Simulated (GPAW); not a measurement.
# Near-edge structure at the Rh L₃ edge of YRh (Pm-3m), part 2 of 2

What does one-electron theory with a core hole give for the Rh L₃ edge of YRh (Pm-3m)?

GPAW 26.7.0; X-ray absorption from dipole matrix elements to empty bands, plane-wave PAW LDA.

So far. Step 5 (Spectrum with XCH, Rh atom 1): Main maxima below 30 eV (height): 1.4 eV (1.76), 4.4 eV (1.40), 12.4 eV (1.29), 21.4 eV (0.94) and 29.2 eV (0.92).  Step 6 (Spectrum with FCH, Rh atom 1): Against the first run the r.m.s. difference is 3 %. The highest intensity below 24 eV stays at 1.4 eV.

### 8. Spectrum with XCH, Rh atom 1

A smaller cell brings the holes closer; here they are 3.4 Å apart.

Changed against the first core-hole run: supercell atoms from 8 to 2; the field's mesh follows (5×5×5 to 7×7×7).

xas.py

```python
import numpy as np
from ase import Atoms
from ase.parallel import parprint, paropen
from gpaw import GPAW, PW, FermiDirac, Mixer, MixerDif, setup_paths
from gpaw.test import gen
setup_paths.insert(0, '.')
gen('Rh', name='fch2p', xcname='LDA', corehole=(2, 1, 1), write_xml=True)
from gpaw.mpi import world
world.barrier()

atoms = Atoms('RhY',
    cell=[[3.407, 0, 0],
     [0, 3.407, 0],
     [0, 0, 3.407]],
    scaled_positions=[[0, 0, 0],
     [0.5, 0.5, 0.5]],
    pbc=True)
atoms.calc = calc = GPAW(legacy_gpaw=True, mode=PW(430, force_complex_dtype=True), xc='LDA', setups={0: 'fch2p'},
    kpts={'size': (7, 7, 7), 'gamma': True}, occupations=FermiDirac(0.1),
    charge=-1, mixer=Mixer(0.1, 5, 50), maxiter=150,
    convergence={'density': 0.0001, 'eigenstates': 1e-6}, txt='scf.txt')
energy = atoms.get_potential_energy() + calc.get_reference_energy()
ef = calc.get_fermi_level()
out = dict(energy=energy, fermi=ef, forces=atoms.get_forces().tolist())
parprint(f'all-electron energy {energy:.4f} eV, Fermi level {ef:.4f} eV')
ev = np.array([[calc.get_eigenvalues(k, s) for k in range(len(calc.get_ibz_k_points()))] for s in range(calc.get_number_of_spins())])
out['homo'], out['lumo'], out['counts'] = ev[ev < ef].max(), ev[ev > ef].min(), sorted(set((ev < ef).sum((0, 2)).tolist()))
out['filled'] = (ev[:, 0] < ef).sum(1).tolist()

from ase.units import Ha
from gpaw.xas import dipole_matrix_elements
nb = int(calc.get_number_of_electrons() / 2) + 37
top = nb
nscf = calc.fixed_density(kpts={'size': (8, 8, 8), 'gamma': True},
    convergence={'eigenstates': 1.0}, txt='nscf.txt')
nscf.diagonalize_full_hamiltonian(nbands=nb)
cell = atoms.cell.array
ops = [cell.T @ U.T @ np.linalg.inv(cell.T) for U in nscf.wfs.kd.symmetry.op_scc]
E = np.arange(-6, 34, 0.1)
fwhm = np.interp(E, [4, 25], [2.13, 3.5])
Y, X, zero, highest = 0, 0, 1e9, 1e9
for spin in range(nscf.get_number_of_spins()):
    wfs = nscf.wfs
    mine = wfs.bd.get_slice()  # this rank's bands
    A = dipole_matrix_elements(wfs.setups[0])
    eps = np.zeros((wfs.kd.nibzkpts, nb))
    d = np.zeros((3, A.shape[1], wfs.kd.nibzkpts, nb), complex)
    for kpt in wfs.kpt_u:
        if kpt.s == spin and 0 in kpt.P_ani:
            eps[kpt.k, mine] = kpt.eps_n * Ha
            d[:, :, kpt.k, mine] = (kpt.weight * wfs.nspins / 2) ** 0.5 * np.inner(A, kpt.P_ani[0])
    world.sum(eps)
    world.sum(d)
    T = np.einsum('amkn,bmkn->abkn', d, d.conj()).real
    T = sum(np.einsum('ai,ijkn,bj->abkn', R, T, R) for R in ops) / len(ops)
    empty = eps > ef
    zero, highest = min(zero, eps[empty].min()), min(highest, eps[:, top - 1].min())
    lines = [(eps, T, empty)] if spin == 0 else lines + [(eps, T, empty)]
for eps, T, empty in lines:
    f = np.einsum('aakn->akn', T).reshape(3, -1)
    x = eps.ravel() - zero
    w = np.interp(x, E, fwhm) / 2.35482
    g = np.exp(-0.5 * ((E[:, None] - x) / w) ** 2) / (w * (2 * np.pi) ** 0.5)
    Y = Y + (f * empty.ravel()) @ g.T
    X = X + (f * ~empty.ravel()) @ g.T
out.update(E=E.round(2).tolist(), xas=Y.tolist(), xes=X.tolist(), zero=zero, valid=highest - zero, nk=len(eps), nb=nb)
for i in range(0, len(E), 10):
    parprint(f'{E[i]:7.2f}', *(f'{v:10.3e}' for v in Y[:, i]))
import json
with paropen('out.json', 'w') as f:
    json.dump(out, f)
```

Launch:

```bash
$ OMP_NUM_THREADS=1 mpirun -n 4 gpaw python xas.py
```

The job ended after 18 s (4 MPI ranks of Intel Xeon Platinum 8488C (Sapphire Rapids), shared host; peak memory 0.26 GiB; 72 s of CPU time).

These settings depart from the first run's and aren't meant as converged.

The scaled spectrum changes by 10 % r.m.s. The highest intensity below 24 eV goes from 1.4 eV (1.76) to 1.0 eV (1.97).

| E (eV) | first run | this run |
| --- | --- | --- |
| -2.0 | 0.02 | 0.04 |
| -0.5 | 0.55 | 0.77 |
| 1.0 | 1.70 | 1.97 |
| 2.5 | 1.43 | 1.37 |
| 4.0 | 1.37 | 1.41 |
| 5.5 | 1.02 | 0.89 |
| 7.0 | 0.47 | 0.43 |
| 8.5 | 0.52 | 0.53 |
| 10.0 | 0.80 | 0.89 |
| 11.5 | 1.18 | 1.21 |
| 13.0 | 1.25 | 1.13 |
| 14.5 | 0.91 | 0.79 |
| 16.0 | 0.71 | 0.70 |
| 17.5 | 0.82 | 0.83 |
| 19.0 | 0.88 | 0.87 |
| 20.5 | 0.91 | 0.92 |
| 22.0 | 0.93 | 0.90 |
| 23.5 | 0.86 | 0.82 |
| 25.0 | 0.81 | 0.77 |
| 26.5 | 0.79 | 0.77 |
| 28.0 | 0.86 | 0.86 |
| 29.5 | 0.92 | 0.88 |
| 31.0 | 0.84 | 0.82 |

### 9. With and without the hole

Both curves are counted from their own zero, so only the shift of weight within the empty states shows.

| E (eV) | no hole | XCH |
| --- | --- | --- |
| -2.0 | 0.05 | 0.02 |
| -1.0 | 0.44 | 0.24 |
| 0.0 | 1.36 | 0.98 |
| 1.0 | 2.18 | 1.70 |
| 2.0 | 2.21 | 1.61 |
| 3.0 | 1.55 | 1.30 |
| 4.0 | 1.22 | 1.37 |
| 5.0 | 1.29 | 1.28 |
| 6.0 | 0.95 | 0.74 |
| 7.0 | 0.52 | 0.47 |
| 8.0 | 0.43 | 0.48 |
| 9.0 | 0.48 | 0.59 |
| 10.0 | 0.65 | 0.80 |
| 11.0 | 0.86 | 1.06 |
| 12.0 | 1.04 | 1.27 |
| 13.0 | 1.09 | 1.25 |
| 14.0 | 0.96 | 1.04 |
| 15.0 | 0.75 | 0.81 |
| 16.0 | 0.61 | 0.71 |
| 17.0 | 0.64 | 0.78 |
| 18.0 | 0.71 | 0.86 |
| 19.0 | 0.73 | 0.88 |
| 20.0 | 0.75 | 0.90 |
| 21.0 | 0.78 | 0.93 |
| 22.0 | 0.79 | 0.93 |
| 23.0 | 0.75 | 0.88 |
| 24.0 | 0.71 | 0.84 |
| 25.0 | 0.68 | 0.81 |
| 26.0 | 0.66 | 0.79 |
| 27.0 | 0.65 | 0.80 |
| 28.0 | 0.69 | 0.86 |
| 29.0 | 0.76 | 0.92 |
| 30.0 | 0.78 | 0.90 |
| 31.0 | 0.74 | 0.84 |
| 32.0 | 0.71 | 0.82 |

With each curve scaled to its own mean, the area from −2 to 6 eV with the hole is 8.9 against 10.8, and the centre of weight from −1 to 20 eV moves by +1.0 eV (first and strongest maxima below 20 eV: 1.6 eV (2.32), 4.8 eV (1.30) and 12.8 eV (1.09) without the hole, 1.4 eV (1.76), 4.4 eV (1.40) and 12.4 eV (1.29) with it): the near-edge weight falls against the higher-lying part.

### 10. Summary of results

| Item | Value |
| --- | --- |
| absorber and edge | Rh L₃, atom 1 of the ground-state input (counted from 1) |
| surroundings | 8 Y at 2.95 Å and 6 Rh at 3.41 Å (cube and octahedron, as in bcc, site symmetry m-3m) |
| highest intensity below 24 eV | 1.4 eV above the zero, height 1.76 |

In words: The Rh L₃ edge of atom 1, with 8 Y at 2.95 Å and 6 Rh at 3.41 Å (cube and octahedron, as in bcc, site symmetry m-3m), has its highest intensity of the first 24 eV at 1.4 eV above the zero, 1.8 times the mean level of the first 20 eV (Gaussian full width 2.13 eV up to 4 eV, rising linearly to 3.5 eV at 25 eV). With each curve scaled to its own mean, the area from −2 to 6 eV with the hole is 8.9 against 10.8, and the centre of weight from −1 to 20 eV moves by +1.0 eV (first and strongest maxima below 20 eV: 1.6 eV (2.32), 4.8 eV (1.30) and 12.8 eV (1.09) without the hole, 1.4 eV (1.76), 4.4 eV (1.40) and 12.4 eV (1.29) with it): the near-edge weight falls against the higher-lying part. Changing the core hole to FCH alters the shape by 3 % r.m.s., so the result is insensitive to this choice. A cell with holes 3.4 Å apart changes the curve by 10 % r.m.s. (6 % after the best shift). Only the L₃ part is meant: spin–orbit coupling of the core level isn't computed and the L₂ copy isn't added. The script folds with a Gaussian, whereas the core hole's own line is a Lorentzian, so the onset is too steep and the first peak too high. The holes are only 5.9 Å apart, so the shape is probably not converged with cell size; no larger cell was run here. The structure is a published determination, not relaxed.

[Logs are printed without paths, hosts, clocks, repeated set-up lines and the standing remarks that a program may print on its own settings, such as how far it seeks lower states.]

[Hosts, paths, dates, database ids (printed as entryN), source tags and the programs' standing remarks are cut or masked in the printed files.]

[Lists of maxima count a maximum above −3 eV only where it reaches 4 % of the highest in the window and stands out from its surroundings by 2 % of it (1.5 % where it reaches 55 %); shoulders and weaker maxima are passed over, and of the rest the first, up to two pre-edge ones and the few strongest are named.]
